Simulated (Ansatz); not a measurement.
# SnO2 (P4_2/mnm):P_O, thermodynamic levels from a 72-atom cell

Aim: at which Fermi levels does P_O in SnO2 (P4_2/mnm) change its charge? The model is a cell of 72 host atoms with 1 O taken out and 1 P put in.

Calculated with Ansatz 0.2.0; place-levels on r2SCAN runs: charge-transition levels and formation energies with image-charge correction and potential alignment at the atomic sites; PAW set soft_1.

**Measured values to reproduce.**

“Study on the Photocatalytic Properties of Flower-Shaped SnO2” (2022, pmc:9565917) quotes from earlier work for SnO2, rutile (bulk crystal): band gap (experimental gap quoted from earlier work) 3.6 eV [literature value quoted in passing in the paper's theory part; sample, method and …].

## (1) The structure

The cell holds 72 atoms: 24 Sn, 47 O and 1 P. Cell: a = 9.516 Å, b = 9.516 Å, c = 9.602 Å, α = 90.0°, β = 90.0°, γ = 90.0°. It derives from SnO2 (space group P4_2/mnm). Nearest the centre at fractional (0.403, 0.597, 0.500): P28 at 0.00 Å, Sn25 at 2.06 Å, Sn62 at 2.07 Å, Sn68 at 2.07 Å, O45 at 2.61 Å, O65 at 2.92 Å, O71 at 2.92 Å, O30 at 2.92 Å.

Structure file:

```xyz
72
Lattice="9.5155 0.0000 0.0000 0.0000 9.5155 0.0000 0.0000 0.0000 9.6020" Properties=species:S:1:pos:R:3 pbc="T T T"
Sn    2.3789    2.3789    1.6003
Sn    0.0000    0.0000    0.0000
O     0.9233    3.8345    1.6003
O     3.8345    0.9233    1.6003
O     1.4556    1.4556    0.0000
O     3.3022    3.3022    0.0000
Sn    2.3789    2.3789    4.8010
Sn    0.0000    0.0000    3.2007
O     0.9233    3.8345    4.8010
O     3.8345    0.9233    4.8010
O     1.4556    1.4556    3.2007
O     3.3022    3.3022    3.2007
Sn    2.3789    2.3789    8.0017
Sn    0.0000    0.0000    6.4014
O     0.9233    3.8345    8.0017
O     3.8345    0.9233    8.0017
O     1.4556    1.4556    6.4014
O     3.3022    3.3022    6.4014
Sn    2.3789    7.1366    1.6003
Sn    0.0000    4.7578    0.0000
O     0.9233    8.5922    1.6003
O     3.8345    5.6810    1.6003
O     1.4556    6.2134    0.0000
O     3.3022    8.0599    0.0000
Sn    2.3789    7.1366    4.8010
Sn    0.0000    4.7578    3.2007
O     0.9233    8.5922    4.8010
P     3.8345    5.6810    4.8010
O     1.4556    6.2134    3.2007
O     3.3022    8.0599    3.2007
Sn    2.3789    7.1366    8.0017
Sn    0.0000    4.7578    6.4014
O     0.9233    8.5922    8.0017
O     3.8345    5.6810    8.0017
O     1.4556    6.2134    6.4014
O     3.3022    8.0599    6.4014
Sn    7.1366    2.3789    1.6003
Sn    4.7578    0.0000    0.0000
O     5.6810    3.8345    1.6003
O     8.5922    0.9233    1.6003
O     6.2134    1.4556    0.0000
O     8.0599    3.3022    0.0000
Sn    7.1366    2.3789    4.8010
Sn    4.7578    0.0000    3.2007
O     5.6810    3.8345    4.8010
O     8.5922    0.9233    4.8010
O     6.2134    1.4556    3.2007
O     8.0599    3.3022    3.2007
Sn    7.1366    2.3789    8.0017
Sn    4.7578    0.0000    6.4014
O     5.6810    3.8345    8.0017
O     8.5922    0.9233    8.0017
O     6.2134    1.4556    6.4014
O     8.0599    3.3022    6.4014
Sn    7.1366    7.1366    1.6003
Sn    4.7578    4.7578    0.0000
O     5.6810    8.5922    1.6003
O     8.5922    5.6810    1.6003
O     6.2134    6.2134    0.0000
O     8.0599    8.0599    0.0000
Sn    7.1366    7.1366    4.8010
Sn    4.7578    4.7578    3.2007
O     5.6810    8.5922    4.8010
O     8.5922    5.6810    4.8010
O     6.2134    6.2134    3.2007
O     8.0599    8.0599    3.2007
Sn    7.1366    7.1366    8.0017
Sn    4.7578    4.7578    6.4014
O     5.6810    8.5922    8.0017
O     8.5922    5.6810    8.0017
O     6.2134    6.2134    6.4014
O     8.0599    8.0599    6.4014
```

Screening for the image-charge correction: ε∞ = (4.60, 4.60, 4.91), ε0 = (13.48, 13.48, 10.42), from a response run on this crystal (DFPT, PBEsol) at that run's own cell.

The cell's shortest repeat is 9.5 Å.

## (2) The runs of each charge state

A transition level is the Fermi level at which two charge states cost the same, so each charge needs its own total energy, at its own relaxed structure.

Random displacements of about 0.05 Å break the site symmetry at the start, so that the relaxation can reach a distorted minimum if there is one. Forces are taken at one point at (¼, ¼, ¼). The cell holds 1 electron more than the neutral one, with a uniform background that keeps it neutral on the whole.

The sampling was tested on the host first: at the k-points planned (1x1x1 shifted 0.25 0.25 0.25) its energy lies 0.000 eV an atom from the dense-mesh value, under the bound of 0.02 eV set for this test; that bounds the host's error, not the defect's.

One state's input; the others differ in charge, spin, start and seed, and in occupations where the table says so.

Contents of qm1.relax/input.yaml:

```yaml
crystal:
  lattice:
    - [4.75775154, 0.0, 0.0]
    - [0.0, 4.75775154, 0.0]
    - [0.0, 0.0, 3.20068146]
  atoms:
    - { symbol: Sn, position: [0.5, 0.5, 0.5] }
    - { symbol: Sn, position: [0.0, 0.0, 0.0] }
    - { symbol: O, position: [0.19405723, 0.80594277, 0.5] }
    - { symbol: O, position: [0.80594277, 0.19405723, 0.5] }
    - { symbol: O, position: [0.30594277, 0.30594277, 0.0] }
    - { symbol: O, position: [0.69405723, 0.69405723, 0.0] }
  supercell: [2, 2, 3]
  defects: [{ substitution: { at: 27, symbol: P } }]
total_charge: -1
basis:
  ecutwfc: 500
  xc_grid: 2
hamiltonian:
  xc: r2scan
  pseudopotentials: { kind: paw, azcp: { folder: soft_1 } }
kpoints:
  mp_grid: { grid: [1, 1, 1], shift: [0.25, 0.25, 0.25] }
scf:
  occupations: { method: fixed }
  max_iter: 60
output:
  forces: true
  charged_corrections: { epsilon: [4.6, 4.6, 4.91], static_epsilon: [13.48, 13.48, 10.42] }
relax:
  f_tol: 0.02
  max_steps: 80
  random_displacement: { amplitude: 0.05, seed: 4368 }
checkpoint:
  write: "../qm1.relax.run"
  compress: false
  write_wavefunctions: true
  write_every: 100000
```

On the command line:

```console
$ ansatz run input.yaml --threads 4 --pin off --max-ram 15073MiB --backend cpu --events-out ev --progress --plain --runs-dir out
```

The relaxed structure is kept and the sampling changed to a 2×2×2 shifted mesh.

The run of this state that the levels use, under r2SCAN:

Contents of qm1.point/input.yaml:

```yaml
crystal:
  checkpoint: "../qm1.relax.run"
  host: checkpoint
total_charge: -1
basis:
  ecutwfc: 500
  xc_grid: 2
hamiltonian:
  xc: r2scan
  pseudopotentials: { kind: paw, azcp: { folder: soft_1 } }
kpoints:
  mp_grid: { grid: [2, 2, 2], shift: [0.5, 0.5, 0.5] }
scf:
  occupations: { method: fermi_dirac, width: 0.01 }
  max_iter: 60
output:
  forces: true
  eigenvalues: true
  charged_corrections:
    epsilon: [4.6, 4.6, 4.91]
    static_epsilon: [13.48, 13.48, 10.42]
    defect_position: [0.402971, 0.597029, 0.5]
  eigenstates: { localisation: true }
  populations: true
  band_densities: [{ bands: [v1, v1] }, { bands: [c1, c1] }]
  write_density: true
  write_potential: true
  volumetric_format: npy
checkpoint:
  read: "../qm1.relax.run"
  write: "../qm1.point.run"
  compress: false
  write_wavefunctions: false
  write_every: 100000
```

Relaxations under r2SCAN at one point at (¼, ¼, ¼); times on 4 threads of Intel Xeon Platinum 8559C (Emerald Rapids), shared host:

```csv
charge,moment (μB),occupations,outcome,steps,largest displacement against the far atoms (Å),time
−1,0,fixed,converged,8,0.70,2.5 min
0,1,fixed,converged,17,0.34,10 min
+1,0,fixed,converged,17,0.90,5 min
+1,2,fixed,converged,12,0.73,9.8 min
```

Single points under r2SCAN at a 2×2×2 shifted mesh; times on 4 threads of Intel Xeon Platinum 8559C (Emerald Rapids), shared host:

```csv
charge,moment (μB),occupations,outcome,time
−1,0,fermi-dirac,converged,2 min
0,1,fermi-dirac,converged,4.2 min
+1,0,fermi-dirac,converged,1.8 min
+1,2,fermi-dirac,converged,3.8 min
```

Distances (Å) from P28 to the nearest atoms after relaxation with r2SCAN:

```csv
charge,moment (μB),1.,2.,3.,4.,5.,6.
−1,0,Sn 2.32,Sn 2.35,Sn 2.35,O 2.78,O 2.79,O 2.84
0,1,Sn 2.31,Sn 2.35,Sn 2.35,O 2.84,O 2.89,O 2.89
+1,0,O 1.70,Sn 2.35,Sn 2.47,Sn 2.47,O 2.76,O 2.76
+1,2,Sn 2.35,Sn 2.43,O 2.52,Sn 2.54,O 2.64,O 2.68
```

## (3) Placing the levels, r2SCAN

A charged cell interacts with its images and the background, and its potential has another zero than the host's. place-levels removes the first by a point-charge model, screened by the static dielectric constant since the ions have relaxed around the charge, and the second by comparing potentials at atoms far from the defect.

The host is a run of the defect-free crystal in the same cutoffs, grids and k-points, so that basis and sampling errors cancel in part in the differences. The host is run in a cell of 6 atoms on a matching mesh. Its band edges are searched through the zone by a band path, so the gap is smaller than, or equal to, that on the mesh. Chemical potentials are energies per atom of O (O2 molecule) and P (black phosphorus), run with the same functional and cutoff.

Contents of levels.point.yaml:

```yaml
host:
  run: host.point.run
states: [qm1.point.run, q0_M1.point.run, qp1.point.run, qp1_M2.point.run]
geometry_from:
  qm1.point.run: qm1.relax.run
  q0_M1.point.run: q0_M1.relax.run
  qp1.point.run: qp1.relax.run
  qp1_M2.point.run: qp1_M2.relax.run
  host.point.run: host.relax.run
chemical_potentials:
  O:
    energy: -565.989614
    dataset: <sha256 of the dataset>
  P:
    energy: -759.166194
    dataset: "<sha256 of the dataset>"
epsilon: [4.6, 4.6, 4.91]
static_epsilon: [13.48, 13.48, 10.42]
vertical:
  - { from: qm1.point.run, to: qm1.point_neutral.run }
  - { from: qp1.point.run, to: qp1.point_neutral.run }
  - { from: qp1_M2.point.run, to: qp1_M2.point_neutral.run }
```

On the command line:

```console
$ ansatz place-levels levels.point.yaml -- --threads 4 --pin off --max-ram 15073MiB
```

Numbers of over 12 decimals in the logs are rounded to 6 here.

The log of the run:

```text
[... repeated set-up lines and file paths are left out, and long positions are rounded to six places ...]
(+1/0) 1.885 eV above the valence edge, in the conduction band
(0/-1) 2.063 eV above the valence edge, in the conduction band
formation energy of charge +1: +5.142 eV with the Fermi level at the valence edge
formation energy of charge 0: +7.028 eV with the Fermi level at the valence edge
formation energy of charge -1: +9.091 eV with the Fermi level at the valence edge
vertical -1 to 0: no energy, since no alignment is typed
  the change from vertical[0].from (qm1.point.run) to vertical[0].to (qm1.point_neutral.run): by its potential at epsilon [4.6, 4.6, 4.91] it stands at 0.467 0.645 0.500, with an rms radius of about 1.7 Å (1.1 1.0 0.7 Å across the planes of the cell's [...]
vertical +1 to 0: no energy, since no alignment is typed
  the change from vertical[1].from (qp1.point.run) to vertical[1].to (qp1.point_neutral.run): by its potential at epsilon [4.6, 4.6, 4.91] it stands at 0.957 0.471 0.499, with an rms radius of about 5.3 Å (3.2 3.0 3.0 Å across the planes of the cell's [...]
vertical +1 to 0: no energy, since no alignment is typed
  the change from vertical[2].from (qp1_M2.point.run) to vertical[2].to (qp1_M2.point_neutral.run): by its potential at epsilon [4.6, 4.6, 4.91] it stands at 0.363 0.555 0.505, with an rms radius of about 2.2 Å (1.0 1.1 1.6 Å across the planes of the cell's [...]
  edges by r2scan, gap 1.795 eV; the host is sampled to repeats of 26.91 Å
  the defect's cells are sampled to repeats of 26.91 Å, like sampling
  charge +1: -172427.7848 eV with its correction of +0.298 eV, at epsilon [13.48, 13.48, 10.42], aligned at sites: +0.1265 eV, mean over 39 atomic sites at or beyond 4.76 Å from the defect at [0.4030, 0.5970, 0.5000], with -0.019676 for the charge's moments [...]
  charge 0: +0.000 eV for its dipole among its images, +0.000 omitted
  charge -1: -172405.9691 eV with its correction of -0.031 eV, at epsilon [13.48, 13.48, 10.42], aligned at sites: +0.2033 eV, mean over 39 atomic sites at or beyond 4.76 Å from the defect at [0.4030, 0.5970, 0.5000], with -0.012872 for the charge's moments [...]
  charge +1: states[3] (qp1_M2.point.run) stands 1.212 eV higher, with a moment of 2.00 μB against 0.00
  of states[2] (qp1.point.run): it parts from the run at its places by a charge that spreads by about 3.2 Å along one vector (1.6 Å or more is wide), by its potential at epsilon [4.6, 4.6, 4.91], taken for that of held ions (one typed too small widens it), [...]
  of states[1] (q0_M1.point.run): its displacements don't fall off away from the defect: farther atoms stand 0.049 Å off the host's places. [...]
  of states[0] (qm1.point.run): its displacements don't fall off away from the defect: farther atoms stand 0.044 Å off the host's places. [...]
  of states[3] (qp1_M2.point.run): its displacements don't fall off away from the defect: farther atoms stand 0.049 Å off the host's places. [...]
  of vertical[0].from (qm1.point.run): its displacements don't fall off away from the defect: farther atoms stand 0.044 Å off the host's places. [...]
  of vertical[0].to (qm1.point_neutral.run): its displacements don't fall off away from the defect: farther atoms stand 0.044 Å off the host's places. [...]
  of vertical[1].from (qp1.point.run): its displacements don't fall off away from the defect: farther atoms stand 0.051 Å off the host's places. [...]
  of vertical[1].to (qp1.point_neutral.run): its displacements don't fall off away from the defect: farther atoms stand 0.051 Å off the host's places. [...]
  of vertical[2].from (qp1_M2.point.run): its displacements don't fall off away from the defect: farther atoms stand 0.049 Å off the host's places. [...]
  of vertical[2].to (qp1_M2.point_neutral.run): its displacements don't fall off away from the defect: farther atoms stand 0.049 Å off the host's places. [...]
```

Elapsed: 0.54 s, on 4 threads of Intel Xeon Platinum 8559C (Emerald Rapids), shared host.

Levels between the charges placed, in eV above the valence top:

```csv
,gap (eV),(+1/0),(0/−1)
r2SCAN,1.80,1.89,2.06
```

Corrections by state:

```csv
charge,moment (μB),image terms and alignment (eV),band filling (eV),ε used,"over the lowest of its charge, as the program ranks them, band filling apart (eV)"
+1,0.0,0.298,-,"principal values (10.42, 13.48, 13.48)",0.000
0,1.0,0.000,-,-,0.000
−1,0.0,-0.031,-,"principal values (10.42, 13.48, 13.48)",0.000
+1,2.0,0.326,-,"principal values (10.42, 13.48, 13.48)",1.212
```

The charged structures listed were also run neutral, and place-levels reads from each pair, by the potential or the spins, how wide the charge is by which they differ; that can be the carrier of either run.

```csv
charge,rms radius (Å),spread where it is widest against the cell (Å),wide from (Å),reading
+1,5.3,3.17,1.65,wide
−1,1.7,1.14,1.65,narrow
```

The neutral runs of these pairs need not share the spin of the lowest neutral state, and very wide values only mean spread over the cell.

From the program's caveats on the states, each cut to its opening words:

- charge +1: it parts from the run at its places by a charge that spreads by about 3.2 Å along one vector (1.6 Å or more is wide), by its potential at epsilon [4.6, 4.6, [...]
- charge +1: its alignment with the host at atomic sites is doubtful: the mean over the far sites moves by -0.0509 eV from their farther parts to their nearer, more than [...]
- charge +1: its displacements don't fall off away from the defect: farther atoms stand 0.051 Å off the host's places
- charge 0 (1 μB), +1 (2 μB): its displacements don't fall off away from the defect: farther atoms stand 0.049 Å off the host's places
- charge 0 (1 μB), +1 (2 μB): flagged: stability check not made
- charge −1: its displacements don't fall off away from the defect: farther atoms stand 0.044 Å off the host's places

The host's formation energy from the elements is -1.867 eV per atom; it sets how far the chemical potentials can move.

Formation energies (eV), O-rich (Δμ(O) = 0.00 eV, Δμ(Sn) = -5.60 eV, Δμ(P) = 0.00 eV):

```csv
charge,Fermi level at the valence top,at the conduction bottom
+1,5.14,6.94
0,7.03,7.03
−1,9.09,7.30
```

Formation energies (eV), Sn-rich (Δμ(Sn) = 0.00 eV, Δμ(O) = -2.80 eV, Δμ(P) = 0.00 eV):

```csv
charge,Fermi level at the valence top,at the conduction bottom
+1,2.34,4.14
0,4.23,4.23
−1,6.29,4.50
```

## (4) The same at the relaxations' own k-points

The relaxations' own energies give the levels at their sampling, for comparison.

Contents of levels.relax_mesh.yaml:

```yaml
host:
  run: host.relax.run
states: [qm1.relax.run, q0_M1.relax.run, qp1.relax.run, qp1_M2.relax.run]
chemical_potentials:
  O:
    energy: -565.989614
    dataset: <sha256 of the dataset>
  P:
    energy: -759.166194
    dataset: "<sha256 of the dataset>"
```

On the command line:

```console
$ ansatz place-levels levels.relax_mesh.yaml -- --threads 4 --pin off --max-ram 15073MiB
```

The log of the run:

```text
(+1/0) 1.882 eV above the valence edge, in the conduction band
(0/-1) 2.052 eV above the valence edge, in the conduction band
formation energy of charge +1: +5.152 eV with the Fermi level at the valence edge
formation energy of charge 0: +7.034 eV with the Fermi level at the valence edge
formation energy of charge -1: +9.086 eV with the Fermi level at the valence edge
  edges by r2scan, gap 1.795 eV; the host is sampled to repeats of 13.46 Å
[... the lines on each state left out ...]
```

Wall time 0.17 s (4 threads).

Levels between neighbouring charges, in eV above the valence top:

```csv
,gap (eV),(+1/0),(0/−1)
"one point at (¼, ¼, ¼)",1.80,1.88,2.05
a 2×2×2 shifted mesh,1.80,1.89,2.06
```

Going from one point at (¼, ¼, ¼) to a 2×2×2 shifted mesh moves the levels that carry no band-filling term by up to 0.01 eV and formation energies against the elements by up to 0.01 eV.

## (5) Outcome

```json
{
  "gap of the host": "1.80 eV (r2SCAN)",
  "level (plus 1/0)": "1.89 eV above the valence top, past the conduction bottom",
  "level (0/minus 1)": "2.06 eV above the valence top, past the conduction bottom",
  "lowest of the charges placed, just above the valence top (0.02 eV)": "+1",
  "lowest of the charges placed, just below the conduction bottom (0.02 eV)": "+1",
  "lowest formation energy at mid-gap of the charges run, O-rich": "6.04 eV",
  "lowest formation energy at mid-gap of the charges run, Sn-rich": "3.24 eV"
}
```

In words: Of the charges placed (−1, 0 and +1), +1 is the lowest from 0.02 eV above the valence top to 0.02 eV below the conduction bottom, a gap of 1.80 eV. (+1/0) lies 0.09 eV from a band edge, less than the doubt on such levels. Charges above +1 were not placed, so these runs say nothing of levels that involve them. States placed: +1 at 0 μB and 2 μB; 0 at 1 μB; −1 at 0 μB. Other spin states or structures, where not listed, weren't placed. At charge +1 the atom put in ends up to 0.9 Å from its starting place, so the name tells the start alone and the levels can join different sites. P is taken at its element; compounds, which aren't counted here, bound the chemical potentials and would shift these formation energies. Going from one point at (¼, ¼, ¼) to a 2×2×2 shifted mesh moves the levels that carry no band-filling term by up to 0.01 eV and formation energies against the elements by up to 0.01 eV. The program doubts the alignment of potentials for at least one state, a sign that the cell is small. Limits: r2SCAN makes the gap too small and tends to spread out bound carriers; where a gas molecule sets a chemical potential or the host's formation energy, its binding is uncorrected; spin–orbit coupling, which can matter with heavy atoms, is left out.

Comparison with the measured values:

| quantity | measured | r2SCAN |
| --- | --- | --- |
| band gap (least gap of the host) (eV) | 3.6 | 1.80 (-1.80 eV) |

Measured values from pmc:9565917 (2022).

Verdict: The band gap is off by -1.80 eV. Local and semilocal functionals usually give gaps below the measured ones. Spin-orbit coupling, left out here, can change the gap with such heavy elements. Zero-point and thermal motion shift the measured gap.

[Logs are printed without paths, hosts, clocks, repeated set-up lines and the standing remarks that a program may print on its own settings, such as how far it seeks lower states.]

[Hosts, paths, dates, database ids (printed as entryN), source tags and the programs' standing remarks are cut or masked in the printed files.]

[Where a table of states has a column of steps, it counts the stored structures, which are thinned; the runs took as many ionic steps or more.]

[A defect's name tells the site on which it was built; relaxed atoms can leave that site.]

[For some hosts the program warned that the k-mesh of the response run may be too coarse for force constants and the static dielectric constant; such warnings are not shown here.]
